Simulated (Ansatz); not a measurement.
**Pt(111) with 4 thermally displaced layers, 2x2: scattering by thermal displacements**

Wanted: the phonon-limited resistivity of Pt at 180 K by the Landauer route.

Calculated with Ansatz 0.2.0; Ansatz plane-wave DFT, PBE, PAW files; ballistic transport by layer matching (Landauer), zero bias; PAW set soft_1.

**1. Starting point**

The cell holds 40 atoms: 40 Pt. Cell: a = 5.546 Å, b = 5.546 Å, c = 22.699 Å, α = 93.5°, β = 86.5°, γ = 120.0°. It derives from Pt. Regions: lead, 24 atoms (24 Pt); scattering region, 16 atoms (16 Pt). The structure is stacked along c, and the current runs across the ab planes.

**2. With 4 displaced layers**

Each atom of 4 layers is moved at random, by amounts drawn from a normal law 0.0494 Å wide in each direction from the Debye model (240 K) at 180 K. The layers about the cell's end stay perfect and serve as the lead. Disorder leaves little or no symmetry, which makes such runs dear. Energies from -0.05 to 0.05 eV in steps of 0.05 eV are too few for the program's thermal sum, so it prints no conductance; for a metal the transmission near the Fermi level serves, at a fraction of the cost.

input.yaml reads:

```yaml
crystal:
  lattice:
    - [5.5462627489, 0.0, 0.0]
    - [-2.7731313745, 4.8032044366, 0.0]
    - [1.3865656872, -0.8005340728, 22.6425228571]
  atoms:
    - { symbol: Pt, position: [0.9916666667, 0.0083333333, 0.05] }
    - { symbol: Pt, position: [0.9916666667, 0.5083333333, 0.05] }
    - { symbol: Pt, position: [0.4916666667, 0.0083333333, 0.05] }
    - { symbol: Pt, position: [0.4916666667, 0.5083333333, 0.05] }
    - { symbol: Pt, position: [0.1416666667, 0.3583333333, 0.15] }
    - { symbol: Pt, position: [0.1416666667, 0.8583333333, 0.15] }
    - { symbol: Pt, position: [0.6416666667, 0.3583333333, 0.15] }
    - { symbol: Pt, position: [0.6416666667, 0.8583333333, 0.15] }
    - { symbol: Pt, position: [0.2916666667, 0.2083333333, 0.25] }
    - { symbol: Pt, position: [0.2916666667, 0.7083333333, 0.25] }
    - { symbol: Pt, position: [0.7916666667, 0.2083333333, 0.25] }
    - { symbol: Pt, position: [0.7916666667, 0.7083333333, 0.25] }
    - { symbol: Pt, position: [0.9485237417, 0.0727749721, 0.3526741601] }
    - { symbol: Pt, position: [0.9357761843, 0.5550743965, 0.3488484645] }
    - { symbol: Pt, position: [0.4461848911, 0.0580280617, 0.3516308136] }
    - { symbol: Pt, position: [0.4332969122, 0.5744228006, 0.3497894418] }
    - { symbol: Pt, position: [0.0971667051, 0.4067896903, 0.449172244] }
    - { symbol: Pt, position: [0.100111931, 0.9167463864, 0.4495577791] }
    - { symbol: Pt, position: [0.5941504179, 0.4150745321, 0.4480996242] }
    - { symbol: Pt, position: [0.580444203, 0.9121548718, 0.4485358296] }
    - { symbol: Pt, position: [0.2205292924, 0.2497840753, 0.5489790077] }
    - { symbol: Pt, position: [0.2233360782, 0.7429846653, 0.5500799981] }
    - { symbol: Pt, position: [0.7487355681, 0.2556630887, 0.5483763692] }
    - { symbol: Pt, position: [0.748898966, 0.7656066972, 0.5493449314] }
    - { symbol: Pt, position: [0.901964355, 0.1189923853, 0.6495481137] }
    - { symbol: Pt, position: [0.886114063, 0.6120018027, 0.6505405124] }
    - { symbol: Pt, position: [0.395091173, 0.0948703126, 0.6485553781] }
    - { symbol: Pt, position: [0.3752250531, 0.5905310482, 0.650276068] }
    - { symbol: Pt, position: [0.0416666667, 0.4583333333, 0.75] }
    - { symbol: Pt, position: [0.0416666667, 0.9583333333, 0.75] }
    - { symbol: Pt, position: [0.5416666667, 0.4583333333, 0.75] }
    - { symbol: Pt, position: [0.5416666667, 0.9583333333, 0.75] }
    - { symbol: Pt, position: [0.1916666667, 0.3083333333, 0.85] }
    - { symbol: Pt, position: [0.1916666667, 0.8083333333, 0.85] }
    - { symbol: Pt, position: [0.6916666667, 0.3083333333, 0.85] }
    - { symbol: Pt, position: [0.6916666667, 0.8083333333, 0.85] }
    - { symbol: Pt, position: [0.8416666667, 0.1583333333, 0.95] }
    - { symbol: Pt, position: [0.8416666667, 0.6583333333, 0.95] }
    - { symbol: Pt, position: [0.3416666667, 0.1583333333, 0.95] }
    - { symbol: Pt, position: [0.3416666667, 0.6583333333, 0.95] }
kpoints:
  mp_grid: { grid: [5, 5, 1] }
hamiltonian:
  xc: pbe
  pseudopotentials: { kind: paw, azcp: { folder: soft_1 } }
scf:
  occupations: { method: fermi_dirac, width: 0.1 }
output:
  transmission:
    leads: [[0, 4]]
    kmesh: [10, 10]
    e_range: [-0.05, 0.05]
    de: 0.05
  write_potential: true
  write_density: true
  volumetric_format: npy
```

Started as:

```console
$ ansatz run input.yaml --threads 4 --pin off --max-ram 15360MiB --backend cpu --events-out ev --progress --plain --runs-dir out
```

Numbers of over 12 decimals in the logs are rounded to 6 here.

The log of the run:

```text
Engine: ansatz 0.2.0, aarch64-unknown-linux-gnu
Pseudopotentials: kind: paw
Pseudopotential: Pt, paw, valence charge 18, recommended cutoff 420 eV (normal), soft_1/Pt.paw.azcp
Functional definition: PBE
  parameter kappa = 0.804
  parameter beta = 0.066725
  exchange = pbe_x(kappa = kappa, mu = beta*pi^2/3)
  correlation = pbe_c(beta = beta)
Crystal: 40 atoms, lattice volume = 603.193 Å³
Basis set: ecut = 420 eV, 11827 PW (Γ)
Bands: 432, of which v1, the nominal top of the filled ones, is band 360 counted from 1 (359 counted from 0)
Symmetry: 1 space group operations
Space group: P1 (ITA 1), of the structure as read, at distance tolerance 8.4e-5 Å
k-points: 13 of 25 (time reversal used)
Non-local potential: Pt, projectors of the file, l = 0: 3, l = 1: 2, l = 2: 2, l = 3: 1
PAW form: soft (Blöchl's): semilocal exchange-correlation on the pseudo side does not see the compensation charge
PAW one-centre angular grid: Pt, 590 points (default); XC on 64 Gauss nodes
Initial density: superposition of atomic densities (chi_scale 0.1, normalization cell)
Initial wavefunctions: pseudopotential atomic-orbital guess
Functional: x = pbe(κ = 0.804, μ = 0.219515), c = pbe(β = 0.066725)
SCF iter   1: F=—  HF=-501000.886713 eV  |F-HF|=—  |Δ(HF+E_count)|=         —  Δρ=8.57e-2  dr2=4.22e1  ethr=3.10e-3  ⟨swp⟩=4.7  Hψ=16812  notcnv=0  defer=212
preconditioner: auto → Kerker (q_TF=auto, 2.810 Å⁻¹)  [metal: Δε(μ)=0.009 eV  Ē_g=8.532 eV  σ=0.100 eV  W_gap=0.02  n_scr=246 (ndim 8)  ℏωp=30.2 eV  f_vac=0.000  D(μ)=69.05/eV (n_scr^D=920)]
SCF iter   2: F=—  HF=-500991.032382 eV  |F-HF|=—  |Δ(HF+E_count)|=    9.85e0  Δρ=4.54e-2  dr2=1.16e1  ethr=3.10e-3  ⟨swp⟩=2.8  Hψ=9390  notcnv=0  defer=484
SCF iter   3: F=—  HF=-500987.725448 eV  |F-HF|=—  |Δ(HF+E_count)|=    3.31e0  Δρ=6.53e-3  dr2=1.28e-1  ethr=1.61e-3  ⟨swp⟩=2.1  Hψ=8100  notcnv=0  defer=484
SCF iter   4: F=—  HF=-500987.740993 eV  |F-HF|=—  |Δ(HF+E_count)|=   1.55e-2  Δρ=1.08e-3  dr2=7.77e-3  ethr=1.78e-5  ⟨swp⟩=2.9  Hψ=9723  notcnv=0  defer=480
SCF iter   5: F=—  HF=-500987.741271 eV  |F-HF|=—  |Δ(HF+E_count)|=   2.78e-4  Δρ=3.54e-4  dr2=6.96e-4  ethr=1.08e-6  ⟨swp⟩=2.5  Hψ=7839  notcnv=0  defer=480
SCF iter   6: F=—  HF=-500987.741276 eV  |F-HF|=—  |Δ(HF+E_count)|=   5.01e-6  Δρ=5.42e-5  dr2=2.23e-5  ethr=9.67e-8  ⟨swp⟩=2.8  Hψ=10415  notcnv=0  defer=480
SCF iter   7: F=—  HF=-500987.740042 eV  |F-HF|=—  |Δ(HF+E_count)|=   1.23e-3  Δρ=1.16e-5  dr2=4.09e-6  ethr=3.09e-9  ⟨swp⟩=1.2  Hψ=5115  notcnv=0  defer=480
SCF iter   8: F=—  HF=-500987.740042 eV  |F-HF|=—  |Δ(HF+E_count)|=   6.82e-8  Δρ=2.97e-6  dr2=2.96e-7  ethr=5.68e-10  ⟨swp⟩=1.0  Hψ=5112  notcnv=0  defer=480
SCF iter   9: F=-500987.740042 eV  HF=-500987.740042 eV  |F-HF|=3.64e-8  |Δ(HF+E_count)|=   1.29e-8  Δρ=8.92e-7  dr2=3.80e-8  ethr=1.39e-11  ⟨swp⟩=8.2  Hψ=17122  notcnv=0
SCF 1 converged in 9 iterations: F = -500987.740042 eV  dr2 = 3.80e-8
  greatest PAW one-centre occupation: 1.000 electrons in one spin orbital (limit 2), on the Pt atom at site 16 (counted from 0), in its partial waves of l = 0
transmission: 215 of 2132 steps passed
transmission: 429 of 2132 steps passed
[...]
transmission: 2132 of 2132 steps passed
SCF converged after 9 iterations
Free energy (F): -500987.740042 eV
Harris-Foulkes:  -500987.740042 eV  (|F-HF|=3.64e-8)
Internal energy: -500985.504237 eV  (E = F + TS)
E sigma→0 (E₀):  -500986.622139 eV
Entropy (-TS):   -2.235804 eV (-55.895 meV/atom)
Fermi energy:    23.429790 eV
--- Per-component energies (eV) ---
  E_band       = -5137.145334
  E_kinetic    = 23901.297623
  E_local      = -57092.457875  (includes V_loc(G=0)·N_el)
  E_nonlocal   = 8155.479920
  E_hartree    = 21736.390427
  E_xc         = -9305.175775
  E_vxc        = -10872.130875  (∫ρ·V_xc dr)
  E_paw        = -379356.122862  (= ΣΔE_a)
  E_vpaw       = -12702.170084  (= ΣTr[D̂ρ^β])
  E_aug_tail   = 0.044574  (compensation charges beyond the density's cutoff)
  E_ewald      = -109024.960271
  E_smearing   = -2.235804  (= −TS)
  E_closure    = 0.000000  (closes the sum)
  Σ components = -500987.740042   (vs F -500987.740042, Δ=0.00e0)
--- Band table (eV; the first three rows and the last of 13) ---
  k-point 0: bands = [... 356 lower, 23.5875, 23.6187, 23.6248, 23.6561, 23.6647, 23.6771, 23.6813, 23.7248, ... 68 higher]
  k-point 1: bands = [... 356 lower, 23.4000, 23.4052, 23.4187, 23.4254, 23.4491, 23.4710, 23.5078, 23.5948, ... 68 higher]
  k-point 2: bands = [... 356 lower, 23.3254, 23.3380, 23.4028, 23.4574, 23.5153, 23.5352, 23.5388, 23.5501, ... 68 higher]
  k-point 12: bands = [... 356 lower, 23.2840, 23.3238, 23.4471, 23.4577, 23.4670, 23.4859, 23.5216, 23.5303, ... 68 higher]
--- Transmission ---
  basis      : 241 plane waves across, 41 finite elements along
  points     : 52, standing for a mesh of 10 x 10
  energies   : 3 from -0.050000 to 0.050000 eV about the Fermi level, 0.050000 eV apart; the leads are filled to 0.000000 eV, and channels, transmission and decay are at 0.000000 eV
  crystal 0  : Pt4, at the sites [0, 4], period 2.2643 Å, over 13.59 Å; its Hamiltonian steps by up to 2.0 meV
    offset         : up to 0.0000 Å between an atom of the period and one for which it stands
    channels       : 6.890000e0 a spin
    conductance    : none, the energies end too early or step too widely for 300 K: set another output.transmission.e_range or a lower de, or, where they end at an eighth of basis.ecutwfc, a higher one
  junction   : crystal 0 to crystal 0, 0.70 to 21.08 Å
    transmission   : 6.295390e0 a spin
    conductance    : none, the energies end too early or step too widely for 300 K: set another output.transmission.e_range or a lower de, or, where they end at an eighth of basis.ecutwfc, a higher one
```

It took 9.4 min on 4 threads of Arm Neoverse V1, shared host; peak memory 5.7 GiB.

The column dr2 measures how far the density is from self-consistency, as an energy; F and HF (Harris–Foulkes) agree once it is small.

Numbers from this step:

```yaml
free_energy: -500987.7400 eV
energy_at_zero_smearing: -500986.6221 eV
fermi_energy: 23.43 eV
cell_area: 26.64 Å²
transmission_per_spin_nearest_the_fermi_level: 6.295
open_channels_per_spin_nearest_the_fermi_level: 6.89
step_of_the_lead_s_potential: 2 meV
```

Per spin. Transmission, zone mean against energy, zero at the Fermi level:

```tsv
energy (eV)	transmission, zone mean
-0.0500	6.51
0.0000	6.30
0.0500	5.85
```

Per spin. The open channels, zone mean, lead by energy, zero at the Fermi level:

```tsv
energy (eV)	open channels, zone mean, lead
-0.0500	7.16
0.0000	6.89
0.0500	6.21
```

Transmission over k1 and k2. At 0.0000 eV from the Fermi level.

Ten even steps from '_' (2.99) to '@' (9.06):
```
@@##======##@@..__..
--==##++++##==--____
--==++%%..%%++==--..
@@==++..**##..++==@@
%%####%%**..**%%####
@@@@==++..##**..++==
--..--==++%%..%%++==
--____--==##++++##==
@@..__..@@##======##
@@@@--==@@%%@@==--@@
```
Columns: k1 (b1) from -0.5 to 0.4; rows upwards: k2 (b2) from -0.5 to 0.4.

Open channels over k1 and k2. At 0.0000 eV from the Fermi level.

Ten even steps from '_' (3.0) to '@' (10.0):
```
@@##======##@@..__..
====##++++##====____
====++%%..%%++====..
@@==++..%%%%..++==@@
@@####%%%%::%%%%####
@@@@==++..%%%%..++==
==..====++%%..%%++==
==____====##++++##==
@@..__..@@##======##
@@@@====@@@@@@====@@
```
Columns: k1 (b1) from -0.5 to 0.4; rows upwards: k2 (b2) from -0.5 to 0.4.

Over the solved energies the transmission per spin lies between 5.85 and 6.51, out of 6.75 channels of the lead on average (up to 7.16).

**3. With 8 displaced layers**

Each atom of 8 layers is moved at random, by amounts drawn from a normal law 0.0494 Å wide in each direction from the Debye model (240 K) at 180 K. A fresh draw is used; the growth of the resistance with length is what counts.

System of this step: Pt(111) with 8 thermally displaced layers, 2x2. The cell holds 56 atoms: 56 Pt. Its edges and angles: a = 5.546 Å, b = 5.546 Å, c = 31.740 Å, α = 87.5°, β = 92.5°, γ = 120.0°. It derives from Pt. Regions: lead, 24 atoms (24 Pt); scattering region, 32 atoms (32 Pt). The structure is stacked along c, and the current runs across the ab planes.

input.yaml reads:

```yaml
crystal:
  lattice:
    - [5.5462627489, 0.0, 0.0]
    - [-2.7731313745, 4.8032044366, 0.0]
    - [-1.3865656872, 0.8005340728, 31.6995319999]
  atoms:
    - { symbol: Pt, position: [0.005952381, 0.994047619, 0.0357142857] }
    - { symbol: Pt, position: [0.005952381, 0.494047619, 0.0357142857] }
    - { symbol: Pt, position: [0.505952381, 0.994047619, 0.0357142857] }
    - { symbol: Pt, position: [0.505952381, 0.494047619, 0.0357142857] }
    - { symbol: Pt, position: [0.1845238095, 0.3154761905, 0.1071428571] }
    - { symbol: Pt, position: [0.1845238095, 0.8154761905, 0.1071428571] }
    - { symbol: Pt, position: [0.6845238095, 0.3154761905, 0.1071428571] }
    - { symbol: Pt, position: [0.6845238095, 0.8154761905, 0.1071428571] }
    - { symbol: Pt, position: [0.3630952381, 0.1369047619, 0.1785714286] }
    - { symbol: Pt, position: [0.3630952381, 0.6369047619, 0.1785714286] }
    - { symbol: Pt, position: [0.8630952381, 0.1369047619, 0.1785714286] }
    - { symbol: Pt, position: [0.8630952381, 0.6369047619, 0.1785714286] }
    - { symbol: Pt, position: [0.0429295177, 0.9503687495, 0.2521610997] }
    - { symbol: Pt, position: [0.0523265603, 0.4646865297, 0.2506265153] }
    - { symbol: Pt, position: [0.5434900621, 0.9444636181, 0.2509575044] }
    - { symbol: Pt, position: [0.5380324449, 0.4400479162, 0.2505412393] }
    - { symbol: Pt, position: [0.221913825, 0.2879202839, 0.3207437959] }
    - { symbol: Pt, position: [0.2216122146, 0.7835186659, 0.3200619255] }
    - { symbol: Pt, position: [0.7251618296, 0.2785534984, 0.3221966632] }
    - { symbol: Pt, position: [0.7213338919, 0.790784913, 0.3223724639] }
    - { symbol: Pt, position: [0.4008024431, 0.1073677818, 0.3948218975] }
    - { symbol: Pt, position: [0.4069072467, 0.5847640204, 0.3942345036] }
    - { symbol: Pt, position: [0.9022104353, 0.1004860339, 0.3912871159] }
    - { symbol: Pt, position: [0.9036699605, 0.5880559766, 0.3937413692] }
    - { symbol: Pt, position: [0.0806744844, 0.9062322124, 0.4638138977] }
    - { symbol: Pt, position: [0.0673602159, 0.4247374634, 0.4666475824] }
    - { symbol: Pt, position: [0.5861184529, 0.9044662834, 0.4633890053] }
    - { symbol: Pt, position: [0.5918901491, 0.4387661157, 0.464942648] }
    - { symbol: Pt, position: [0.2508260263, 0.2471103276, 0.5356883659] }
    - { symbol: Pt, position: [0.2504569189, 0.7363870097, 0.5363182685] }
    - { symbol: Pt, position: [0.7581606621, 0.2431481543, 0.5353685341] }
    - { symbol: Pt, position: [0.7423100714, 0.7387297871, 0.5375959034] }
    - { symbol: Pt, position: [0.4257626027, 0.0503104449, 0.6092240971] }
    - { symbol: Pt, position: [0.4501161856, 0.5871585802, 0.6072403531] }
    - { symbol: Pt, position: [0.9233047881, 0.0502313986, 0.609207558] }
    - { symbol: Pt, position: [0.9530353745, 0.5571944716, 0.6061336385] }
    - { symbol: Pt, position: [0.1140659681, 0.8784283058, 0.678149457] }
    - { symbol: Pt, position: [0.1112492774, 0.3885960181, 0.6802789426] }
    - { symbol: Pt, position: [0.6179119965, 0.8964722922, 0.6779165563] }
    - { symbol: Pt, position: [0.6046359215, 0.3652728029, 0.6763100429] }
    - { symbol: Pt, position: [0.2958749954, 0.2021081555, 0.750904454] }
    - { symbol: Pt, position: [0.303517318, 0.7217325783, 0.7512662015] }
    - { symbol: Pt, position: [0.799975938, 0.2073654064, 0.748910932] }
    - { symbol: Pt, position: [0.7823401063, 0.7036035604, 0.7482378822] }
    - { symbol: Pt, position: [0.4702380952, 0.0297619048, 0.8214285714] }
    - { symbol: Pt, position: [0.4702380952, 0.5297619048, 0.8214285714] }
    - { symbol: Pt, position: [0.9702380952, 0.0297619048, 0.8214285714] }
    - { symbol: Pt, position: [0.9702380952, 0.5297619048, 0.8214285714] }
    - { symbol: Pt, position: [0.1488095238, 0.8511904762, 0.8928571429] }
    - { symbol: Pt, position: [0.1488095238, 0.3511904762, 0.8928571429] }
    - { symbol: Pt, position: [0.6488095238, 0.8511904762, 0.8928571429] }
    - { symbol: Pt, position: [0.6488095238, 0.3511904762, 0.8928571429] }
    - { symbol: Pt, position: [0.3273809524, 0.1726190476, 0.9642857143] }
    - { symbol: Pt, position: [0.3273809524, 0.6726190476, 0.9642857143] }
    - { symbol: Pt, position: [0.8273809524, 0.1726190476, 0.9642857143] }
    - { symbol: Pt, position: [0.8273809524, 0.6726190476, 0.9642857143] }
kpoints:
  mp_grid: { grid: [5, 5, 1] }
hamiltonian:
  xc: pbe
  pseudopotentials: { kind: paw, azcp: { folder: soft_1 } }
scf:
  occupations: { method: fermi_dirac, width: 0.1 }
output:
  transmission:
    leads: [[0, 4]]
    kmesh: [10, 10]
    e_range: [-0.05, 0.05]
    de: 0.05
  write_potential: true
  write_density: true
  volumetric_format: npy
```

The log of the run:

```text
[...]
Crystal: 56 atoms, lattice volume = 844.470 Å³
Basis set: ecut = 420 eV, 16521 PW (Γ)
Bands: 605, of which v1, the nominal top of the filled ones, is band 504 counted from 1 (503 counted from 0)
Symmetry: 1 space group operations
[...]
k-points: 13 of 25 (time reversal used)
[...]
SCF iter   1: F=—  HF=-701400.645912 eV  |F-HF|=—  |Δ(HF+E_count)|=         —  Δρ=8.55e-2  dr2=5.95e1  ethr=3.10e-3  ⟨swp⟩=4.4  Hψ=23033  notcnv=0  defer=303
[...]
SCF iter  10: F=-701382.298657 eV  HF=-701382.298657 eV  |F-HF|=6.52e-9  |Δ(HF+E_count)|=   1.05e-9  Δρ=3.06e-7  dr2=7.10e-9  ethr=9.92e-12  ⟨swp⟩=7.1  Hψ=17903  notcnv=0
SCF 1 converged in 10 iterations: F = -701382.298657 eV  dr2 = 7.10e-9
[...]
transmission: 298 of 2964 steps passed
transmission: 595 of 2964 steps passed
[...]
transmission: 2964 of 2964 steps passed
SCF converged after 10 iterations
Free energy (F): -701382.298657 eV
[...]
Internal energy: -701379.191640 eV  (E = F + TS)
E sigma→0 (E₀):  -701380.745149 eV
Entropy (-TS):   -3.107017 eV (-55.482 meV/atom)
Fermi energy:    23.430346 eV
[...]
--- Band table (eV; the first three rows and the last of 13) ---
  k-point 0: bands = [... 500 lower, 23.6209, 23.6295, 23.6373, 23.6449, 23.6493, 23.6660, 23.6813, 23.7058, ... 97 higher]
  k-point 1: bands = [... 500 lower, 23.4075, 23.4186, 23.4385, 23.4597, 23.4736, 23.4796, 23.4872, 23.5080, ... 97 higher]
  k-point 2: bands = [... 500 lower, 23.4466, 23.4549, 23.4605, 23.4706, 23.4789, 23.5152, 23.5254, 23.5434, ... 97 higher]
  k-point 12: bands = [... 500 lower, 23.3165, 23.3302, 23.3673, 23.3957, 23.4187, 23.4277, 23.4565, 23.4925, ... 97 higher]
--- Transmission ---
  basis      : 241 plane waves across, 57 finite elements along
  points     : 52, standing for a mesh of 10 x 10
[...]
channels       : 6.890000e0 a spin
[...]
junction   : crystal 0 to crystal 0, 0.70 to 30.13 Å
    transmission   : 5.591947e0 a spin
[...]
```

It took 17 min on 4 threads; peak memory 9.6 GiB; 64 min of CPU time.

Numbers from this step:

- free energy: -701382.2987 eV
- energy at zero smearing: -701380.7451 eV
- transmission per spin nearest the Fermi level: 5.592
- step of the lead's potential: 6.7 meV

Per spin. Table of transmission, zone mean by energy, zero at the Fermi level:

```tsv
energy (eV)	transmission, zone mean
-0.0500	5.82
0.0000	5.59
0.0500	5.29
```

Over the solved energies the transmission per spin lies between 5.29 and 5.82, out of 6.75 channels of the lead on average (up to 7.14).

(Continued in part 2 of 2.)

[Logs are printed without paths, hosts, clocks, repeated set-up lines and the standing remarks that a program may print on its own settings, such as how far it seeks lower states.]

[Hosts, paths, dates, database ids (printed as entryN), source tags and the programs' standing remarks are cut or masked in the printed files.]
